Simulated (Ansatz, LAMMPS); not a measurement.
# Relaxing amorphous 52In2O3-48Li2O (mol %) (125 atoms), part 2 of 3

How does amorphous 52In2O3-48Li2O (mol %) (125 atoms) relax, and what do bonds, charges and levels look like afterwards?

Ansatz 0.2.0; Kohn-Sham DFT, PBE, PAW (set soft_2), plane waves.

The cell: 32 In, 30 Li and 63 O. The quench rate of 300 K/ps is orders of magnitude faster than experiment. The network of bonds at the start is that of the classical potential that made the cell. Only the Γ point is sampled, in a cell whose shortest periodic width is 11 Å.

So far. Step 3 (Single point at the start): Neighbours are counted within 2.58 Å (O-In), 2.58 Å (O-Li).

## Step 4: Cell and atoms relaxed

Cell and atoms are freed together, to release stress as well as forces.

Contents of input.yaml:

```yaml
crystal:
  lattice:
    - [11.34759, 0.0, 0.0]
    - [0.0, 11.34759, 0.0]
    - [0.0, 0.0, 11.34759]
  atoms:
    [... the 125 atom lines of step 3 ...]
kpoints:
  mp_grid: { grid: [1, 1, 1] }
hamiltonian:
  xc: pbe
scf:
  occupations: { method: gaussian, width: 0.05 }
output:
  forces: true
relax:
  f_tol: 0.05
  max_steps: 200
  cell: {}
```

Command:

```bash
$ ansatz run input.yaml --threads 4 --pin off --max-ram 8192MiB --backend cpu --events-out ev --progress --plain --runs-dir out
```

Numbers of over 12 decimals in the logs are rounded to 6 here.

Output:

```text
[...]
Crystal: 125 atoms, lattice volume = 1461.204 Å³
Basis set: ecut = 420 eV, 28425 PW (Γ), exchange–correlation on 160×160×160 points (8 copies of the dense FFT grid, shifted against one another)
Bands: 567, of which v1, the nominal top of the filled ones, is band 442 counted from 1 (441 counted from 0)
Symmetry: 1 space group operations
[...]
k-points: 1
[...]
SCF iter   1: F=—  HF=-221058.051733 eV  |F-HF|=—  |Δ(HF+E_count)|=         —  Δρ=2.09e-3  dr2=8.21e-2  ethr=1.77e-3  ⟨swp⟩=6.0  Hψ=2427  notcnv=0  defer=44
[...]
SCF iter  10: F=-221058.037413 eV  HF=-221058.037413 eV  |F-HF|=1.05e-9  |Δ(HF+E_count)|=   7.13e-9  Δρ=1.18e-6  dr2=2.05e-8  ethr=1.13e-11  ⟨swp⟩=3.0  Hψ=1413  notcnv=0
SCF 1 converged in 10 iterations: F = -221058.037413 eV  dr2 = 2.05e-8
[...]
relax step   1: F+E_penalty+E_count = -221058.03741277 eV  Δ(F+E_penalty+E_count) = +0.000e0 eV  max|allowed force component| = 1.644e0 eV/Å  Δτ_max = 0.0000 Å  P = +3.362 GPa  Ω = 1461.204 Å³  (10 SCF iters, dr2 threshold 1.00e-7 eV, accepted)
[... from here on, the SCF cycles and remarks between the steps are left out ...]
relax step   2: F+E_penalty+E_count = -221061.25365240 eV  Δ(F+E_penalty+E_count) = -3.216e0 eV  max|allowed force component| = 6.300e-1 eV/Å  Δτ_max = 0.1455 Å  P = -0.913 GPa  Ω = 1488.560 Å³  energy of the carried Pulay correction = -1.064e-1 eV  (8 SCF iters, dr2 threshold 1.25e-5 eV, accepted)
relax step   3: F+E_penalty+E_count = -221061.88940746 eV  Δ(F+E_penalty+E_count) = -6.358e-1 eV  max|allowed force component| = 3.495e-1 eV/Å  Δτ_max = 0.0819 Å  P = -0.572 GPa  Ω = 1481.600 Å³  energy of the carried Pulay correction = -7.953e-2 eV  (7 SCF iters, dr2 threshold 1.25e-5 eV, accepted)
relax step   4: F+E_penalty+E_count = -221062.32875859 eV  Δ(F+E_penalty+E_count) = -4.394e-1 eV  max|allowed force component| = 1.975e-1 eV/Å  Δτ_max = 0.2000 Å  P = -0.110 GPa  Ω = 1478.885 Å³  energy of the carried Pulay correction = -6.900e-2 eV  (8 SCF iters, dr2 threshold 7.64e-6 eV, accepted)
relax step   5: F+E_penalty+E_count = -221062.46330560 eV  Δ(F+E_penalty+E_count) = -1.345e-1 eV  max|allowed force component| = 1.117e-1 eV/Å  Δτ_max = 0.2000 Å  P = -0.044 GPa  Ω = 1481.482 Å³  energy of the carried Pulay correction = -7.907e-2 eV  (8 SCF iters, dr2 threshold 2.44e-6 eV, accepted)
relax step   6: F+E_penalty+E_count = -221062.52378596 eV  Δ(F+E_penalty+E_count) = -6.048e-2 eV  max|allowed force component| = 8.198e-2 eV/Å  Δτ_max = 0.2000 Å  P = +0.043 GPa  Ω = 1482.799 Å³  energy of the carried Pulay correction = -8.417e-2 eV  (9 SCF iters, dr2 threshold 7.79e-7 eV, accepted)
relax step   7: F+E_penalty+E_count = -221062.55148689 eV  Δ(F+E_penalty+E_count) = -2.770e-2 eV  max|allowed force component| = 1.518e-1 eV/Å  Δτ_max = 0.1953 Å  P = +0.020 GPa  Ω = 1485.540 Å³  energy of the carried Pulay correction = -9.477e-2 eV  (9 SCF iters, dr2 threshold 4.20e-7 eV, accepted)
relax step   8: F+E_penalty+E_count = -221062.61160243 eV  Δ(F+E_penalty+E_count) = -6.012e-2 eV  max|allowed force component| = 1.768e-1 eV/Å  Δτ_max = 0.1959 Å  P = +0.036 GPa  Ω = 1486.162 Å³  energy of the carried Pulay correction = -9.717e-2 eV  (8 SCF iters, dr2 threshold 1.44e-6 eV, accepted)
relax step   9: F+E_penalty+E_count = -221062.69204969 eV  Δ(F+E_penalty+E_count) = -8.045e-2 eV  max|allowed force component| = 1.584e-1 eV/Å  Δτ_max = 0.1967 Å  P = +0.002 GPa  Ω = 1487.287 Å³  energy of the carried Pulay correction = -1.015e-1 eV  (8 SCF iters, dr2 threshold 1.95e-6 eV, accepted)
relax step  10: F+E_penalty+E_count = -221062.72731048 eV  Δ(F+E_penalty+E_count) = -3.526e-2 eV  max|allowed force component| = 2.171e-1 eV/Å  Δτ_max = 0.1990 Å  P = +0.022 GPa  Ω = 1487.909 Å³  energy of the carried Pulay correction = -1.039e-1 eV  (8 SCF iters, dr2 threshold 1.57e-6 eV, accepted)
relax step  11: F+E_penalty+E_count = -221062.76831256 eV  Δ(F+E_penalty+E_count) = -4.100e-2 eV  max|allowed force component| = 1.558e-1 eV/Å  Δτ_max = 0.2000 Å  P = +0.034 GPa  Ω = 1488.355 Å³  energy of the carried Pulay correction = -1.056e-1 eV  (9 SCF iters, dr2 threshold 2.95e-6 eV, accepted)
relax step  12: F+E_penalty+E_count = -221062.76906234 eV  Δ(F+E_penalty+E_count) = -7.498e-4 eV  max|allowed force component| = 1.577e-1 eV/Å  Δτ_max = 0.1967 Å  P = +0.064 GPa  Ω = 1489.543 Å³  energy of the carried Pulay correction = -1.102e-1 eV  (9 SCF iters, dr2 threshold 1.52e-6 eV, accepted)
relax step  13: F+E_penalty+E_count = -221062.84247692 eV  Δ(F+E_penalty+E_count) = -7.341e-2 eV  max|allowed force component| = 8.347e-2 eV/Å  Δτ_max = 0.2000 Å  P = +0.003 GPa  Ω = 1490.373 Å³  energy of the carried Pulay correction = -1.134e-1 eV  (9 SCF iters, dr2 threshold 1.55e-6 eV, accepted)
relax step  14: F+E_penalty+E_count = -221062.87433126 eV  Δ(F+E_penalty+E_count) = -3.185e-2 eV  max|allowed force component| = 1.234e-1 eV/Å  Δτ_max = 0.1939 Å  P = +0.036 GPa  Ω = 1490.288 Å³  energy of the carried Pulay correction = -1.131e-1 eV  (9 SCF iters, dr2 threshold 4.35e-7 eV, accepted)
relax step  15: F+E_penalty+E_count = -221062.82935313 eV  Δ(F+E_penalty+E_count) = +4.498e-2 eV  max|allowed force component| = 1.989e-1 eV/Å  Δτ_max = 0.2000 Å  P = -0.052 GPa  Ω = 1497.065 Å³  energy of the carried Pulay correction = -1.391e-1 eV  (10 SCF iters, dr2 threshold 9.51e-7 eV, rejected (line search))
relax step  16: F+E_penalty+E_count = -221062.88970986 eV  Δ(F+E_penalty+E_count) = -1.538e-2 eV  max|allowed force component| = 8.648e-2 eV/Å  Δτ_max = 0.0959 Å  P = -0.002 GPa  Ω = 1492.260 Å³  energy of the carried Pulay correction = -1.207e-1 eV  (13 SCF iters, accepted)
relax step  17: F+E_penalty+E_count = -221062.89518180 eV  Δ(F+E_penalty+E_count) = -5.472e-3 eV  max|allowed force component| = 5.761e-2 eV/Å  Δτ_max = 0.1000 Å  P = +0.021 GPa  Ω = 1494.208 Å³  energy of the carried Pulay correction = -1.281e-1 eV  (9 SCF iters, dr2 threshold 4.67e-7 eV, accepted)
relax step  18: F+E_penalty+E_count = -221062.89547830 eV  Δ(F+E_penalty+E_count) = -2.965e-4 eV  max|allowed force component| = 5.206e-2 eV/Å  Δτ_max = 0.0234 Å  P = -0.005 GPa  Ω = 1494.904 Å³  energy of the carried Pulay correction = -1.308e-1 eV  (7 SCF iters, dr2 threshold 2.07e-7 eV, accepted)
relax step  19: F+E_penalty+E_count = -221062.89050200 eV  Δ(F+E_penalty+E_count) = +4.976e-3 eV  max|allowed force component| = 1.469e-1 eV/Å  Δτ_max = 0.2000 Å  P = -0.007 GPa  Ω = 1496.099 Å³  energy of the carried Pulay correction = -1.354e-1 eV  (10 SCF iters, dr2 threshold 1.69e-7 eV, rejected (line search))
relax step  20: F+E_penalty+E_count = -221062.90161769 eV  Δ(F+E_penalty+E_count) = -6.139e-3 eV  max|allowed force component| = 3.868e-2 eV/Å  Δτ_max = 0.0965 Å  P = +0.001 GPa  Ω = 1495.512 Å³  energy of the carried Pulay correction = -1.331e-1 eV  (13 SCF iters, accepted)
relax step  21: F+E_penalty+E_count = -221062.90101631 eV  Δ(F+E_penalty+E_count) = +6.014e-4 eV  max|allowed force component| = 5.081e-2 eV/Å  Δτ_max = 0.0968 Å  P = +0.004 GPa  Ω = 1496.343 Å³  energy of the carried Pulay correction = -1.363e-1 eV  (12 SCF iters, accepted)
relax step  22: F+E_penalty+E_count = -221062.90297388 eV  Δ(F+E_penalty+E_count) = -1.958e-3 eV  max|allowed force component| = 2.085e-2 eV/Å  Δτ_max = 0.0178 Å  P = -0.001 GPa  Ω = 1496.259 Å³  energy of the carried Pulay correction = -1.360e-1 eV  (7 SCF iters, dr2 threshold 1.61e-7 eV, accepted)
relax step  23: F+E_penalty+E_count = -221063.13361018 eV  Δ(F+E_penalty+E_count) = -2.306e-1 eV  max|allowed force component| = 2.085e-2 eV/Å  Δτ_max = 0.0000 Å  P = +0.193 GPa  Ω = 1496.259 Å³  stress off target by 4.42e-1 GPa  SCF on the basis re-selected at this cell (its energy is not comparable with the rows above)  (8 SCF iters)
relax step  24: F+E_penalty+E_count = -221063.08953477 eV  Δ(F+E_penalty+E_count) = +4.408e-2 eV  max|allowed force component| = 1.899e-1 eV/Å  Δτ_max = 0.2000 Å  P = -0.054 GPa  Ω = 1502.057 Å³  energy of the carried Pulay correction = -2.102e-2 eV  (9 SCF iters, dr2 threshold 4.88e-7 eV, rejected (line search))
relax step  25: F+E_penalty+E_count = -221063.12622628 eV  Δ(F+E_penalty+E_count) = +7.384e-3 eV  max|allowed force component| = 2.756e-2 eV/Å  Δτ_max = 0.0826 Å  P = -0.068 GPa  Ω = 1501.150 Å³  energy of the carried Pulay correction = -1.782e-2 eV  (13 SCF iters, accepted)
relax step  26: F+E_penalty+E_count = -221063.12899155 eV  Δ(F+E_penalty+E_count) = -2.765e-3 eV  max|allowed force component| = 2.224e-2 eV/Å  Δτ_max = 0.0175 Å  P = -0.010 GPa  Ω = 1500.727 Å³  energy of the carried Pulay correction = -1.624e-2 eV  (9 SCF iters, dr2 threshold 2.84e-8 eV, accepted)
relax step  27: F+E_penalty+E_count = -221063.14715422 eV  Δ(F+E_penalty+E_count) = -1.816e-2 eV  max|allowed force component| = 2.221e-2 eV/Å  Δτ_max = 0.0000 Å  P = -0.004 GPa  Ω = 1500.727 Å³  stress off target by 1.51e-2 GPa  SCF on the basis re-selected at this cell (its energy is not comparable with the rows above)  (6 SCF iters)
[...]
SCF converged after 6 iterations
Free energy (F): -221063.147154 eV
[...]
Internal energy: -221063.147154 eV  (E = F + TS)
E sigma→0 (E₀):  -221063.147154 eV
Fermi energy:    7.299505 eV
[...]
--- Forces (eV/Å), atoms counted from 1 ---
  atom   1  In     0.00088697    -0.00622879     0.00433065
  atom   2  In    -0.00248948    -0.00664146    -0.00748185
  atom   3  In     0.00708527     0.00697843     0.00971509
  atom   4  In    -0.01431823    -0.00463641    -0.00012026
  atom   5  In    -0.00832763     0.01081775    -0.00074963
  atom   6  In    -0.00411716     0.00328359    -0.00077223
  atom   7  In     0.00238014     0.01086749    -0.00192524
  atom   8  In     0.00811062    -0.00037216    -0.00208224
  atom   9  In    -0.00244099     0.00118871    -0.00324640
  atom  10  In    -0.00020899     0.00325181    -0.00075953
  atom  11  In     0.00539276    -0.01532892     0.00895512
  atom  12  In     0.00308449    -0.01037418    -0.00315207
  atom  13  In     0.00522323    -0.00184574     0.00135876
  atom  14  In    -0.00061322     0.00146829     0.00487778
[...]
atom 124  O      0.00166679     0.00343309    -0.00361890
  atom 125  O      0.00915326     0.00357890     0.00720052
  max |Σ_I F_I| component: 6.30e-5 eV/Å
--- Stress (GPa, compression-positive) ---
       -0.009625      -0.005442      -0.006418
       -0.005441       0.003710       0.001715
       -0.006418       0.001715      -0.005917
  P = ⅓ Tr σ = -0.0039 GPa (-0.039 kbar)
--- Relaxed structure (25 steps of the walk, 22 accepted, 2 SCFs on fresh bases) ---
  F+E_penalty+E_count = -221063.14715422 eV   max|allowed force component| = 2.221e-2 eV/Å   (the final SCF, on the basis selected at the relaxed cell)
  cell:  # Å, volume = 1500.7268 Å³
    - [11.203010, -0.127080, -0.080629]
    - [-0.127080, 11.731298, -0.103818]
    - [-0.080629, -0.103818, 11.421728]
  atoms:
    - { symbol: In, position: [0.240996, 0.362230, 0.275777] }
    - { symbol: In, position: [0.125633, 0.896679, 0.805578] }
    - { symbol: In, position: [0.219526, 0.545078, 0.501645] }
    - { symbol: In, position: [0.882201, 0.932071, 0.015879] }
[...]
- { symbol: O, position: [0.677808, -0.012485, 0.396615] }
```

It took 14 min on 4 threads of Arm Neoverse V1, shared host; peak memory 2.5 GiB.

Relaxation path (22 of 27):

| step | energy less that of the first step (eV) | largest force component (eV/Å) | pressure (GPa) | volume (Å³) |
| --- | --- | --- | --- | --- |
| 1 | 0.0000 | 1.6436 | 3.36 | 1461.20 |
| 2 | -3.2162 | 0.6300 | -0.91 | 1488.56 |
| 3 | -3.8520 | 0.3495 | -0.57 | 1481.60 |
| 5 | -4.4259 | 0.1117 | -0.04 | 1481.48 |
| 6 | -4.4864 | 0.0820 | 0.04 | 1482.80 |
| 7 | -4.5141 | 0.1518 | 0.02 | 1485.54 |
| 8 | -4.5742 | 0.1768 | 0.04 | 1486.16 |
| 10 | -4.6899 | 0.2171 | 0.02 | 1487.91 |
| 11 | -4.7309 | 0.1558 | 0.03 | 1488.35 |
| 12 | -4.7316 | 0.1577 | 0.06 | 1489.54 |
| 13 | -4.8051 | 0.0835 | 0.00 | 1490.37 |
| 15 | -4.7919 | 0.1989 | -0.05 | 1497.07 |
| 16 | -4.8523 | 0.0865 | 0.00 | 1492.26 |
| 17 | -4.8578 | 0.0576 | 0.02 | 1494.21 |
| 18 | -4.8581 | 0.0521 | -0.01 | 1494.90 |
| 20 | -4.8642 | 0.0387 | 0.00 | 1495.51 |
| 21 | -4.8636 | 0.0508 | 0.00 | 1496.34 |
| 22 | -4.8656 | 0.0208 | 0.00 | 1496.26 |
| 23* | -5.0962 | 0.0209 | 0.19 | 1496.26 |
| 25 | -5.0888 | 0.0276 | -0.07 | 1501.15 |
| 26 | -5.0916 | 0.0222 | -0.01 | 1500.73 |
| 27* | -5.1097 | 0.0222 | 0.00 | 1500.73 |

Relaxation steps marked * repeat the geometry before them on a plane-wave basis chosen anew for their cell, so energy and pressure can jump there. Other such steps can lie between the rows shown. Relaxation steps 15, 19, 24 were tried and not accepted.

| cell as run | before | after | change |
| --- | --- | --- | --- |
| a (Å) | 11.348 | 11.204 | -1.3 % |
| b (Å) | 11.348 | 11.732 | +3.4 % |
| c (Å) | 11.348 | 11.422 | +0.7 % |
| α (°) | 90.00 | 91.02 | +1.1 % |
| β (°) | 90.00 | 90.81 | +0.9 % |
| γ (°) | 90.00 | 91.27 | +1.4 % |
| volume (Å³/atom) | 11.69 | 12.01 | +2.7 % |

The atoms that moved most (Å, as changes of fractional coordinates times the final cell):

| atom | dx | dy | dz | length |
| --- | --- | --- | --- | --- |
| Li42 | 0.545 | -0.837 | -0.702 | 1.221 |
| Li45 | 0.540 | 0.779 | 0.519 | 1.081 |
| Li36 | -0.003 | 0.559 | -0.628 | 0.841 |
| Li56 | 0.258 | 0.088 | 0.541 | 0.606 |
| Li37 | 0.311 | 0.070 | -0.483 | 0.578 |
| Li44 | -0.024 | -0.108 | -0.449 | 0.462 |
| Li43 | -0.167 | -0.397 | -0.003 | 0.431 |
| Li53 | 0.104 | -0.371 | -0.067 | 0.391 |

The relaxation changed the energy by -40.9 meV/atom, and atoms moved by 0.26 Å r.m.s., 1.2 Å at most.

## Step 5: Local order after relaxation

Bonds before and after, by the cutoffs listed below:

| pair | bonds before | bonds after | mean before (Å) | mean after (Å) | spread before (Å) | spread after (Å) |
| --- | --- | --- | --- | --- | --- | --- |
| O-In | 176 | 174 | 2.173 | 2.207 | 0.069 | 0.087 |
| O-Li | 114 | 108 | 2.086 | 2.005 | 0.089 | 0.107 |

Density 5.41 g/cm³, 12.01 Å³ an atom.

Pair distribution functions g(r), in bins of 0.2 Å:

| r (Å) | total | O-O | O-In | O-Li | In-In | In-Li | Li-Li |
| --- | --- | --- | --- | --- | --- | --- | --- |
| 1.80 | 0.35 | 0.00 | 0.00 | 1.45 | 0.00 | 0.00 | 0.00 |
| 2.00 | 1.50 | 0.00 | 0.34 | 5.86 | 0.00 | 0.00 | 0.00 |
| 2.20 | 2.73 | 0.00 | 9.39 | 1.14 | 0.00 | 0.00 | 0.53 |
| 2.40 | 0.31 | 0.00 | 0.74 | 0.27 | 0.00 | 0.00 | 0.88 |
| 2.60 | 0.38 | 0.04 | 0.18 | 0.48 | 0.00 | 0.18 | 3.14 |
| 2.80 | 0.96 | 1.31 | 0.23 | 0.32 | 0.00 | 3.15 | 1.84 |
| 3.00 | 1.36 | 2.96 | 0.16 | 0.60 | 0.37 | 2.62 | 1.21 |
| 3.20 | 1.39 | 2.95 | 0.08 | 0.65 | 2.49 | 1.92 | 1.18 |
| 3.40 | 1.06 | 1.60 | 0.36 | 0.79 | 2.13 | 1.65 | 0.45 |
| 3.60 | 0.91 | 1.02 | 0.59 | 0.83 | 2.25 | 0.86 | 0.71 |
| 3.80 | 0.91 | 0.84 | 0.79 | 0.94 | 1.85 | 0.90 | 0.55 |
| 4.00 | 0.96 | 0.36 | 1.25 | 1.31 | 1.18 | 0.74 | 0.99 |
| 4.20 | 0.97 | 0.68 | 1.35 | 1.07 | 0.72 | 0.74 | 0.91 |
| 4.40 | 0.88 | 0.84 | 1.12 | 1.01 | 0.43 | 0.67 | 0.41 |
| 4.60 | 0.89 | 0.29 | 1.10 | 1.67 | 0.55 | 0.41 | 0.63 |
| 4.80 | 1.05 | 0.62 | 1.43 | 1.48 | 0.35 | 0.84 | 0.81 |
| 5.00 | 1.09 | 0.76 | 1.56 | 1.23 | 0.61 | 0.87 | 0.85 |
| 5.20 | 0.97 | 0.85 | 1.29 | 0.64 | 0.69 | 1.25 | 1.08 |
| 5.40 | 1.08 | 1.48 | 1.00 | 0.77 | 0.92 | 1.01 | 1.37 |

Bonds by pair of elements; cutoffs follow the first minimum of g(r), held within bounds set by covalent radii, and pairs that aren't listed don't count as bonded:

| pair A-B | cutoff (Å) | bonds | mean length (Å) | spread (Å) | shortest (Å) | B about A | A about B |
| --- | --- | --- | --- | --- | --- | --- | --- |
| O-In | 2.62 | 174 | 2.21 | 0.087 | 2.06 | 2.76 | 5.44 |
| O-Li | 2.38 | 108 | 2.00 | 0.107 | 1.81 | 1.71 | 3.6 |

How many atoms have how many bonded neighbours:

| element | mean | 2 | 3 | 4 | 5 | 6 |
| --- | --- | --- | --- | --- | --- | --- |
| In | 5.44 | 0 | 0 | 1 | 16 | 15 |
| Li | 3.6 | 1 | 11 | 17 | 1 | 0 |
| O | 4.48 | 0 | 2 | 32 | 26 | 3 |

Bond angles (no mean is given where the spread exceeds 20°):

| angle | count | mean (°) | spread (°) |
| --- | --- | --- | --- |
| O-In-O | 391 | - | - |
| In-O-Li | 262 | - | - |
| In-O-In | 167 | 110 | 19.4 |
| O-Li-O | 146 | 110 | 18.9 |
| Li-O-Li | 74 | - | - |

Bond length by coordination (bonds to H left out):

| element | coordination | atoms | mean bond length (Å) |
| --- | --- | --- | --- |
| In | 4 | 1 | 2.15 |
| In | 5 | 16 | 2.18 |
| In | 6 | 15 | 2.24 |
| Li | 2 | 1 | 1.94 |
| Li | 3 | 11 | 1.94 |
| Li | 4 | 17 | 2.03 |
| Li | 5 | 1 | 2.14 |
| O | 3 | 2 | 2.14 |
| O | 4 | 32 | 2.13 |
| O | 5 | 26 | 2.12 |
| O | 6 | 3 | 2.16 |

First main peaks of g(r), for some of the pairs, lie near 3.1 Å (O-O), 2.2 Å (O-In), 2.0 Å (O-Li), 2.9 Å (In-Li) and 2.6 Å (Li-Li). Counting bonds as in the table, 50 % of In atoms have 5, 57 % of Li atoms have 4 and 51 % of O atoms have 4 bonded neighbours.

(Part 2 of 3 ends here.)

[Logs are printed without paths, hosts, clocks, repeated set-up lines and the standing remarks that a program may print on its own settings, such as how far it seeks lower states.]

[Hosts, paths, dates, database ids (printed as entryN), source tags and the programs' standing remarks are cut or masked in the printed files.]
